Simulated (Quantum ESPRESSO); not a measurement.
# TiCo3: which magnetic order is lowest

Does TiCo3 prefer parallel or opposed moments, or none?

Calculated with Quantum ESPRESSO 7.5; LDA; plane waves with GBRV 1.5 LDA potentials, no spin-orbit coupling.

Report form: the programs' logs are mostly left out.

## Step 1: Starting point

It takes space group Pm-3m (No. 221, cubic). Conventional cell: a = 3.571 Å, b = 3.571 Å, c = 3.571 Å, α = 90.00°, β = 90.00°, γ = 90.00°. Ti has 12 Co at 2.53 Å nearest. Nearest to Co lie 4 Ti at 2.53 Å and 8 Co at 2.53 Å. Farther neighbours are not listed.

The cell comes from the Crystallography Open Database.

The settings of this session are cheaper than careful work needs (see the inputs), so it shows what such settings give, not the properties of the crystal.

## Step 2: Start 1: ferro +++

The signs are those of the starting moments on the seeded atoms, the atoms that are given a moment.

The input, pw.in:

```
&CONTROL
  calculation = 'scf'
  prefix = 'pwscf'
  outdir = './tmp'
  pseudo_dir = './pseudo'
  disk_io = 'nowf'
  tprnfor = .true.
  tstress = .true.
/
&SYSTEM
  ibrav = 0
  celldm(1) = 8
  nat = 4
  ntyp = 2
  ecutwfc = 40
  nbnd = 50
  occupations = 'smearing'
  smearing = 'mp'
  degauss = 0.01469973
  nspin = 2
  starting_magnetization(1) = 0
  starting_magnetization(2) = 0.1176
/
&ELECTRONS
  conv_thr = 8d-09
  electron_maxstep = 150
  mixing_beta = 0.3
/
ATOMIC_SPECIES
Ti     47.8670 ti_lda_v1.4.uspp.F.UPF
Co     58.9332 co_lda_v1.2.uspp.F.UPF
CELL_PARAMETERS alat
   0.8435264988798    0.0000000000000    0.0000000000000
   0.0000000000000    0.8435264988798    0.0000000000000
   0.0000000000000    0.0000000000000    0.8435264988798
ATOMIC_POSITIONS crystal
Ti      0.0000000000    0.0000000000    0.0000000000
Co      0.0000000000    0.5000000000    0.5000000000
Co      0.5000000000    0.0000000000    0.5000000000
Co      0.5000000000    0.5000000000    0.0000000000
K_POINTS automatic
8 8 8 0 0 0
```

Launch:

```sh
> OMP_NUM_THREADS=1 mpirun -n 2 pw.x -nk 2 -in pw.in > pw.out
```

Run time: 84 s. Hardware: 2 MPI ranks of Arm Neoverse V2, shared host; peak memory 0.22 GiB; 2.8 min of CPU time.

Spin moment in the atom's sphere by atom:

| atom | spin moment in the atom's sphere (μB) |
| --- | --- |
| Ti1 | -0.262 |
| Co2 | 0.842 |
| Co3 | 0.842 |
| Co4 | 0.842 |

This step gave:

| Quantity | Value |
| --- | --- |
| smearing term TS | 0.009132 eV |
| pressure | -12.66 GPa |
| magnetization | 2.122 μB |
| absolute magnetization | 2.953 μB |
| final state | ferrimagnetic |

## Step 3: Start 2: antiferro q=(0,1/2,1/2) +−+−+−

The cell is doubled to 8 atoms to hold this order. The wavevector q is in fractions of the reciprocal vectors of the crystal's primitive cell, as the cells of these inputs are built from it; moments change sign between cells as cos(2π q·R).

The input, pw.in:

```
&CONTROL
  calculation = 'scf'
  prefix = 'pwscf'
  outdir = './tmp'
  pseudo_dir = './pseudo'
  disk_io = 'nowf'
  tprnfor = .true.
  tstress = .true.
/
&SYSTEM
  ibrav = 0
  celldm(1) = 8
  nat = 8
  ntyp = 3
  ecutwfc = 40
  nbnd = 84
  occupations = 'smearing'
  smearing = 'mp'
  degauss = 0.01469973
  nspin = 2
  starting_magnetization(1) = 0
  starting_magnetization(2) = 0.1176
  starting_magnetization(3) = -0.1176
/
&ELECTRONS
  conv_thr = 1.6d-08
  electron_maxstep = 150
  mixing_beta = 0.3
/
ATOMIC_SPECIES
Ti     47.8670 ti_lda_v1.4.uspp.F.UPF
Co1    58.9332 co_lda_v1.2.uspp.F.UPF
Co2    58.9332 co_lda_v1.2.uspp.F.UPF
CELL_PARAMETERS alat
   0.8435264988798    0.0000000000000    0.0000000000000
   0.0000000000000    1.6870529977597    0.0000000000000
   0.0000000000000    0.8435264988798    0.8435264988798
ATOMIC_POSITIONS crystal
Ti      0.0000000000    0.0000000000    0.0000000000
Ti      0.0000000000    0.5000000000    0.0000000000
Co1     0.0000000000    0.0000000000    0.5000000000
Co2     0.0000000000    0.5000000000    0.5000000000
Co1     0.5000000000    0.7500000000    0.5000000000
Co2     0.5000000000    0.2500000000    0.5000000000
Co1     0.5000000000    0.2500000000    0.0000000000
Co2     0.5000000000    0.7500000000    0.0000000000
K_POINTS automatic
8 4 8 0 0 0
```

The job ended after 13 min (2 MPI ranks; peak memory 0.65 GiB).

Residual by cycle:

cycle, log10 residual and a bar from the least value:
```
        1        3.3 ##############################
        4        2.2 #########################
        6        2.0 #########################
        9        1.8 ########################
       12        1.2 #####################
       15        1.3 ######################
       17        0.9 ####################
       20        0.6 ###################
       23       -1.3 ###########
       26       -2.5 ######
       28       -3.8 
       31       -3.5 ##
```

The run was cut off at its time limit.

After 31 cycles the residual stands at 3.4e-4.

## Step 4: Run 3 (antiferro q=(1/2,1/2,1/2) +−+−+−)

This order needs a doubled cell of 8 atoms.

The input, pw.in:

```
&CONTROL
  calculation = 'scf'
  prefix = 'pwscf'
  outdir = './tmp'
  pseudo_dir = './pseudo'
  disk_io = 'nowf'
  tprnfor = .true.
  tstress = .true.
/
&SYSTEM
  ibrav = 0
  celldm(1) = 8
  nat = 8
  ntyp = 3
  ecutwfc = 40
  nbnd = 84
  occupations = 'smearing'
  smearing = 'mp'
  degauss = 0.01469973
  nspin = 2
  starting_magnetization(1) = 0
  starting_magnetization(2) = 0.1176
  starting_magnetization(3) = -0.1176
/
&ELECTRONS
  conv_thr = 1.6d-08
  electron_maxstep = 150
  mixing_beta = 0.3
/
ATOMIC_SPECIES
Ti     47.8670 ti_lda_v1.4.uspp.F.UPF
Co1    58.9332 co_lda_v1.2.uspp.F.UPF
Co2    58.9332 co_lda_v1.2.uspp.F.UPF
CELL_PARAMETERS alat
   1.6870529977597    0.0000000000000    0.0000000000000
   0.8435264988798    0.8435264988798    0.0000000000000
   0.8435264988798    0.0000000000000    0.8435264988798
ATOMIC_POSITIONS crystal
Ti      0.0000000000    0.0000000000    0.0000000000
Ti      0.5000000000    0.0000000000    0.0000000000
Co1     0.5000000000    0.5000000000    0.5000000000
Co2     0.0000000000    0.5000000000    0.5000000000
Co1     0.0000000000    0.0000000000    0.5000000000
Co2     0.5000000000    0.0000000000    0.5000000000
Co1     0.0000000000    0.5000000000    0.0000000000
Co2     0.5000000000    0.5000000000    0.0000000000
K_POINTS automatic
4 8 8 0 0 0
```

Elapsed: 9.6 min, on 2 MPI ranks; peak memory 0.46 GiB.

Spin moment in the atom's sphere by atom:

| atom | spin moment in the atom's sphere (μB) |
| --- | --- |
| Ti1 | 0.0001 |
| Ti2 | 0.0001 |
| Co3 | -0.0002 |
| Co4 | -0.0004 |
| Co5 | -0.0002 |
| Co6 | -0.0004 |
| Co7 | -0.0002 |
| Co8 | -0.0004 |

Read from the output:

```yaml
smearing_term_ts: 0.003225 eV
pressure: -15.90 GPa
magnetization: 0 μB
absolute_magnetization: 0 μB
final_state: non-magnetic
```

## Step 5: Start 4: antiferro q=(0,0,1/2) +−−++−

The cell is doubled to 8 atoms to hold this order.

The input, pw.in:

```
&CONTROL
  calculation = 'scf'
  prefix = 'pwscf'
  outdir = './tmp'
  pseudo_dir = './pseudo'
  disk_io = 'nowf'
  tprnfor = .true.
  tstress = .true.
/
&SYSTEM
  ibrav = 0
  celldm(1) = 8
  nat = 8
  ntyp = 3
  ecutwfc = 40
  nbnd = 84
  occupations = 'smearing'
  smearing = 'mp'
  degauss = 0.01469973
  nspin = 2
  starting_magnetization(1) = 0
  starting_magnetization(2) = 0.1176
  starting_magnetization(3) = -0.1176
/
&ELECTRONS
  conv_thr = 1.6d-08
  electron_maxstep = 150
  mixing_beta = 0.3
/
ATOMIC_SPECIES
Ti     47.8670 ti_lda_v1.4.uspp.F.UPF
Co1    58.9332 co_lda_v1.2.uspp.F.UPF
Co2    58.9332 co_lda_v1.2.uspp.F.UPF
CELL_PARAMETERS alat
   0.8435264988798    0.0000000000000    0.0000000000000
   0.0000000000000    0.8435264988798    0.0000000000000
   0.0000000000000    0.0000000000000    1.6870529977597
ATOMIC_POSITIONS crystal
Ti      0.0000000000    0.0000000000    0.0000000000
Ti      0.0000000000    0.0000000000    0.5000000000
Co1     0.0000000000    0.5000000000    0.2500000000
Co2     0.0000000000    0.5000000000    0.7500000000
Co2     0.5000000000    0.0000000000    0.2500000000
Co1     0.5000000000    0.0000000000    0.7500000000
Co1     0.5000000000    0.5000000000    0.0000000000
Co2     0.5000000000    0.5000000000    0.5000000000
K_POINTS automatic
8 8 4 0 0 0
```

Elapsed: 13 min, on 2 MPI ranks; peak memory 0.52 GiB.

Read from the output:

* smearing term TS: 0.003224 eV
* pressure: -15.89 GPa
* magnetization: 0.014 μB
* absolute magnetization: 0.018 μB
* final state: non-magnetic
* largest moment: 0 μB

## Step 6: Run 5 (no spin polarisation)

The input, pw.in:

```
&CONTROL
  calculation = 'scf'
  prefix = 'pwscf'
  outdir = './tmp'
  pseudo_dir = './pseudo'
  disk_io = 'nowf'
  tprnfor = .true.
  tstress = .true.
/
&SYSTEM
  ibrav = 0
  celldm(1) = 8
  nat = 4
  ntyp = 2
  ecutwfc = 40
  nbnd = 47
  occupations = 'smearing'
  smearing = 'mp'
  degauss = 0.01469973
/
&ELECTRONS
  conv_thr = 8d-09
  electron_maxstep = 150
  mixing_beta = 0.3
/
ATOMIC_SPECIES
Ti     47.8670 ti_lda_v1.4.uspp.F.UPF
Co     58.9332 co_lda_v1.2.uspp.F.UPF
CELL_PARAMETERS alat
   0.8435264988798    0.0000000000000    0.0000000000000
   0.0000000000000    0.8435264988798    0.0000000000000
   0.0000000000000    0.0000000000000    0.8435264988798
ATOMIC_POSITIONS crystal
Ti      0.0000000000    0.0000000000    0.0000000000
Co      0.0000000000    0.5000000000    0.5000000000
Co      0.5000000000    0.0000000000    0.5000000000
Co      0.5000000000    0.5000000000    0.0000000000
K_POINTS automatic
8 8 8 0 0 0
```

The job ended after 36 s (2 MPI ranks; peak memory 0.17 GiB).

Numbers from this step:

| Quantity | Value |
| --- | --- |
| smearing term TS | 0.001612 eV |
| pressure | -15.94 GPa |
| final state | non-magnetic (no spin polarisation) |

## Step 7: Energies of the orders

An order is kept where moments of 0.15 μB or more survive with the typed signs; meshes match where a doubled cell samples the same k points as the first cell.

Ferrimagnetic means that a moment over 0.15 μB on a transition or rare-earth metal, induced ones included, opposes the net moment. Orders:

| start | final state | typed order kept | energy over the lowest (meV a seeded atom) | largest site moment (μB) | net moment (μB a cell of the first run) | mesh matched | CPU time (s) |
| --- | --- | --- | --- | --- | --- | --- | --- |
| ferro +++ | ferrimagnetic | yes | 4.69 | 0.8424 | 2.122 | yes | 167.9 |
| antiferro q=(1/2,1/2,1/2) +-+-+- | non-magnetic | no | 0.008887 | 0 | 7.68e-4 | yes | 1157 |
| antiferro q=(0,0,1/2) +--++- | non-magnetic | no | 0 | 0.003058 | 0.006983 | yes | 1579 |
| no spin polarisation | non-magnetic | - | 0.01144 | 0 | 0 | yes | 71.66 |

## Step 8: Results

```
lowest state found      : non-magnetic (from antiferro q=(1/2,1/2,1/2) +-+-+-, antiferro q=(0,0,1/2) +--++- and no spin polarisation)
largest site moment     : 0.00306 μB
next state with moments : ferrimagnetic, 4.69 meV a seeded atom higher
```

What this shows: The lowest state carries no moment; states with moments lie higher. Only these 4 starts were compared; other wavevectors, canted and longer-period orders were not. 1 further start did not converge. The smearing is not Fermi–Dirac, so its width is no temperature.

[Logs and program files are shortened in this print: banners, set-up blocks, solver, clock and traceback lines can be left out without a mark of their own.]

[Logs are printed without paths, hosts, clocks, repeated set-up lines and the standing remarks that a program may print on its own settings, such as how far it seeks lower states.]

[Hosts, paths, dates, database ids (printed as entryN), source tags and the programs' standing remarks are cut or masked in the printed files.]

[Where a cell is said to come from a database of computed structures, the database is the Materials Project.]
